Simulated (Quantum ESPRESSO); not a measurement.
# Collinear magnetic orders of FeO (Wuestite) with Quantum ESPRESSO, part 2 of 2

Aim: find out which collinear order of FeO (Wuestite) costs least.

Quantum ESPRESSO 7.5; LDA; plane waves with GBRV 1.5 LDA potentials, no spin-orbit coupling.

So far, absolute magnetization (μB): step 2 (run 1 (ferro +)) 4.01.

The database entry behind the starting cell differs from later determinations by our own check (inexact against later determinations), so it need not match the best structure at ambient conditions.

### Step 4. Run 3 (antiferro q=(0,0,1/2) +−)

The cell is doubled to 4 atoms to hold this order.

pw.in

```
&CONTROL
  calculation = 'scf'
  prefix = 'pwscf'
  outdir = './tmp'
  pseudo_dir = './pseudo'
  disk_io = 'nowf'
/
&SYSTEM
  ibrav = 0
  nat = 4
  ntyp = 3
  ecutwfc = 40
  ecutrho = 280
  nbnd = 31
  occupations = 'smearing'
  smearing = 'fd'
  degauss = 0.00367493
  nspin = 2
  starting_magnetization(1) = 0.25
  starting_magnetization(2) = -0.25
  starting_magnetization(3) = 0
/
&ELECTRONS
  conv_thr = 8d-09
  electron_maxstep = 150
  mixing_beta = 0.3
/
ATOMIC_SPECIES
Fe1    55.8450 fe_lda_v1.5.uspp.F.UPF
Fe2    55.8450 fe_lda_v1.5.uspp.F.UPF
O      15.9990 o_lda_v1.2.uspp.F.UPF
CELL_PARAMETERS angstrom
   0.0000000000    2.1554000000    2.1554000000
   2.1554000000    0.0000000000    2.1554000000
   4.3108000000    4.3108000000    0.0000000000
ATOMIC_POSITIONS crystal
Fe1     0.0000000000    0.0000000000    0.0000000000
Fe2     0.0000000000    0.0000000000    0.5000000000
O       0.5000000000    0.5000000000    0.2500000000
O       0.5000000000    0.5000000000    0.7500000000
K_POINTS automatic
8 8 4 0 0 0
```

The run is started by

```console
> OMP_NUM_THREADS=1 mpirun -n 4 pw.x -nk 4 -in pw.in > pw.out
```

The log of the run:

```text
     [... lines left out ...]
Program PWSCF v.7.5 starts
     [... lines left out ...]
     number of atoms/cell      =            4
     [... lines left out ...]
     number of electrons       =        44.00
     number of Kohn-Sham states=           31
     kinetic-energy cutoff     =      40.0000  Ry
     charge density cutoff     =     280.0000  Ry
     scf convergence threshold =      8.0E-09
     [... lines left out ...]
     12 Sym. Ops., with inversion, found
     [... lines left out ...]
     number of k points=    35  Fermi-Dirac smearing, width (Ry)=  0.0037
     [... lines left out ...]
     iteration # 13     ecut=    40.00 Ry     beta= 0.30
     [... lines left out ...]
     Magnetic moment per site  (integrated on atomic sphere of radius R)
     atom   1 (R=0.292)  charge= 13.5648  magn=  3.2544
     atom   2 (R=0.292)  charge= 13.5649  magn= -3.2543
     atom   3 (R=0.292)  charge=  5.7853  magn=  0.0000
     atom   4 (R=0.292)  charge=  5.7853  magn=  0.0000
     [... lines left out ...]
     the Fermi energy is    14.0419 ev
!    total energy              =    -565.12334708 Ry
     estimated scf accuracy    <          2.3E-09 Ry
     smearing contrib. (-TS)   =      -0.00299687 Ry
     [... lines left out ...]
     total magnetization       =     0.00 Bohr mag/cell
     absolute magnetization    =     7.03 Bohr mag/cell
     convergence has been achieved in  13 iterations
```

Run time: 13 s. Hardware: 4 MPI ranks of Arm Neoverse V2, shared host; peak memory 0.34 GiB.

Spin moment in the atom's sphere by atom:

| atom | spin moment in the atom's sphere (μB) |
| --- | --- |
| Fe1 | 3.25 |
| Fe2 | -3.25 |
| O3 | 0.00 |
| O4 | 0.00 |

Read from the output:

```yaml
smearing_term_ts: 0.04077 eV
magnetization: 0 μB
absolute_magnetization: 7.027 μB
final_state: antiferromagnetic
```

### Step 5. Run 4 (no spin polarisation)

pw.in

```
&CONTROL
  calculation = 'scf'
  prefix = 'pwscf'
  outdir = './tmp'
  pseudo_dir = './pseudo'
  disk_io = 'nowf'
/
&SYSTEM
  ibrav = 0
  nat = 2
  ntyp = 2
  ecutwfc = 40
  ecutrho = 280
  nbnd = 18
  occupations = 'smearing'
  smearing = 'fd'
  degauss = 0.00367493
/
&ELECTRONS
  conv_thr = 4d-09
  electron_maxstep = 150
  mixing_beta = 0.3
/
ATOMIC_SPECIES
Fe     55.8450 fe_lda_v1.5.uspp.F.UPF
O      15.9990 o_lda_v1.2.uspp.F.UPF
CELL_PARAMETERS angstrom
   0.0000000000    2.1554000000    2.1554000000
   2.1554000000    0.0000000000    2.1554000000
   2.1554000000    2.1554000000    0.0000000000
ATOMIC_POSITIONS crystal
Fe      0.0000000000    0.0000000000    0.0000000000
O       0.5000000000    0.5000000000    0.5000000000
K_POINTS automatic
8 8 8 0 0 0
```

The log of the run:

```text
     [... lines left out ...]
Program PWSCF v.7.5 starts
     [... lines left out ...]
     number of atoms/cell      =            2
     [... lines left out ...]
     number of electrons       =        22.00
     number of Kohn-Sham states=           18
     kinetic-energy cutoff     =      40.0000  Ry
     charge density cutoff     =     280.0000  Ry
     scf convergence threshold =      4.0E-09
     [... lines left out ...]
     48 Sym. Ops., with inversion, found
     [... lines left out ...]
     number of k points=    29  Fermi-Dirac smearing, width (Ry)=  0.0037
     [... lines left out ...]
     iteration # 10     ecut=    40.00 Ry     beta= 0.30
     [... lines left out ...]
     the Fermi energy is    13.3228 ev
!    total energy              =    -282.46712093 Ry
     estimated scf accuracy    <          1.2E-09 Ry
     smearing contrib. (-TS)   =      -0.00480664 Ry
     [... lines left out ...]
     convergence has been achieved in  10 iterations
```

Wall time 2 s (4 MPI ranks); peak memory 0.22 GiB; 7.8 s of CPU time.

This step gave:

- smearing term TS: 0.06540 eV
- final state: non-magnetic (no spin polarisation)

### Step 6. Ranking

An order is kept where moments of 0.15 μB or more survive with the typed signs; meshes match where a doubled cell samples the same k points as the first cell.

Orders:

| start | final state | typed order kept | energy over the lowest (meV a seeded atom) | largest site moment (μB) | net moment (μB a cell of the first run) | mesh matched | CPU time (s) |
| --- | --- | --- | --- | --- | --- | --- | --- |
| ferro + | ferromagnetic | yes | 0 | 3.431 | 4.001 | yes | 12.65 |
| antiferro q=(0,1/2,1/2) +- | antiferromagnetic | yes | 242.4 | 3.33 | 0 | yes | 81.22 |
| antiferro q=(0,0,1/2) +- | antiferromagnetic | yes | 26.08 | 3.254 | 0 | yes | 51.48 |
| no spin polarisation | non-magnetic | - | 1313 | 0 | 0 | yes | 7.79 |

### Step 7. A Heisenberg model

E = −Σ J e·e over ordered pairs of unit vectors, so each pair counts twice. As many shells are taken as there are differences of energy, so the couplings are solved for and no residual tests the model; further shells are folded in, and shells whose pairs keep their relative signs in all orders cancel and are not probed. Couplings from the energies:

| pair | distance (Å) | neighbours an atom | J (meV) |
| --- | --- | --- | --- |
| Fe-Fe | 3.048 | 12 | 15.15 |
| Fe-Fe | 4.311 | 6 | -12.98 |

### Step 8. What came out

```yaml
lowest_state_found: ferromagnetic (from ferro +)
largest_site_moment: 3.43 μB
next_state_with_moments: antiferromagnetic, 26.1 meV a seeded atom higher
state_without_moments: 1313 meV a seeded atom higher
j_of_the_weightiest_shell: 15.1 meV
```

In words: Forming the moments gains more than four times the spread of the orders, as local moments do. The largest moment changes by 5.2 % between the kept orders, a modest change. Only these 4 starts were compared; other wavevectors, canted and longer-period orders were not. No Hubbard term acts here. In such compounds local and semilocal functionals without one often delocalise the d electrons, and can shrink or lose moments and miss the size, sign and order of the couplings. The smearing term is large for its width, so states at the Fermi level are partly filled: at this level the cell is a metal or has a gap of a few widths at most.

[Logs and program files are shortened in this print: banners, set-up blocks, solver, clock and traceback lines can be left out without a mark of their own.]

[Logs are printed without paths, hosts, clocks, repeated set-up lines and the standing remarks that a program may print on its own settings, such as how far it seeks lower states.]

[Hosts, paths, dates, database ids (printed as entryN), source tags and the programs' standing remarks are cut or masked in the printed files.]

[Where a cell is said to come from a database of computed structures, the database is the Materials Project.]
